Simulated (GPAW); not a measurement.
## BaTiO3 (P4/mmm): refractive index against wavelength

The refractive index of BaTiO3 (P4/mmm) along x below the direct gap (1.91 eV on the mesh) is read from one computed spectrum, n = √(Re ε). x, y and z are the Cartesian axes of the input cell.

Cell: a, b, c = 4.000, 4.000, 4.018 Å (primitive vectors), 5 atoms.

Method: GPAW 26.7.0, PBE, RPA, k-mesh 8×8×8, local fields up to 60 eV, Lorentzian half width 0.2 eV.

Launch of the response step: `OMP_NUM_THREADS=1 python df.py`. The run took 2.6 min, its band step included, on 1 thread of Arm Neoverse V1, with other jobs on the host.

```tsv
wavelength (nm)	photon energy E (eV)	n
3000	0.413	2.4662
2000	0.620	2.4767
1550	0.800	2.4898
1310	0.946	2.5035
1064	1.165	?
```

In the single-oscillator model n² − 1 = E₀E_d/(E₀² − E²), so 1/(n² − 1) = E₀/E_d − E²/(E₀E_d) is linear in E².

Working, on the rows shown:

| x = E² (eV²) | y = 1/(n² − 1) |
| --- | --- |
| 0.170801 | 0.196767 |
| 0.384302 | 0.194778 |
| 0.639837 | 0.192341 |
| 0.895757 | 0.189843 |

Means: x̄ = 0.52267, ȳ = 0.19343. Σ(x − x̄)(y − ȳ) = -0.002827, Σ(x − x̄)² = 0.2959. Slope = -0.002827 / 0.2959 = -0.009554; intercept = ȳ − slope · x̄ = 0.19843. Turned back into n, the line misses the rows shown by at most 0.00015.

What does the fit predict for the withheld row, and how well does it do?

At x = 1.3578 the line gives y = 0.18545, that is 2.5283. The run gave 2.5300, so the extrapolation is off by 0.0017, 3 % of the range in the table.

Refitted with all rows, the slope is -0.009788 and the intercept 0.19853. These give E₀ = √(intercept/−slope) = 4.50 eV and E_d = E₀/intercept = 22.7 eV; E₀ is 2.4 times the direct gap. The electronic limit at long wavelengths, without lattice vibrations, is n = √(1 + 1/intercept) = 2.457. Excitons are left out; PBE gaps are as a rule too small. The values come from a sum over the points of one k-mesh and carry its error, which grows as the direct gap shrinks. This version of GPAW has incomplete matrix elements in the optical limit, which can lower ε − 1 by up to a tenth where first-row anions or d states rule. Spin-orbit coupling is left out.

[Logs are printed without paths, hosts, clocks, repeated set-up lines and the standing remarks that a program may print on its own settings, such as how far it seeks lower states.]
